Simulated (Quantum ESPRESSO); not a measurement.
# Work function of bcc Rb face by face (PBEsol, Quantum ESPRESSO)

Does the work function of Rb follow how densely a face is packed?

All values are computed: Quantum ESPRESSO 7.5, PBEsol, plane waves, scalar-relativistic unless marked; slabs or sheets with vacuum, the vacuum level from the planar mean of the electrostatic potential.

```
 face  atoms in the slab  top-layer atoms per Å²  work function (eV)
(100)                  6                   0.032                2.15
(110)                  4                   0.045                2.28
```

The densest face listed is +0.13 eV against the most open one. That fits Smoluchowski's order, though a step this small is near the scatter of thin slabs: on an open face electrons flow from the ridges into the troughs, which leaves a dipole with its positive end outwards and lowers the barrier.

The slabs are 1×1 cuts on the parent's lattice, 11.9 to 14.0 Å between the outer relaxed layers. Two faces can't establish a trend.

[Logs are printed without paths, hosts, clocks, repeated set-up lines and the standing remarks that a program may print on its own settings, such as how far it seeks lower states.]
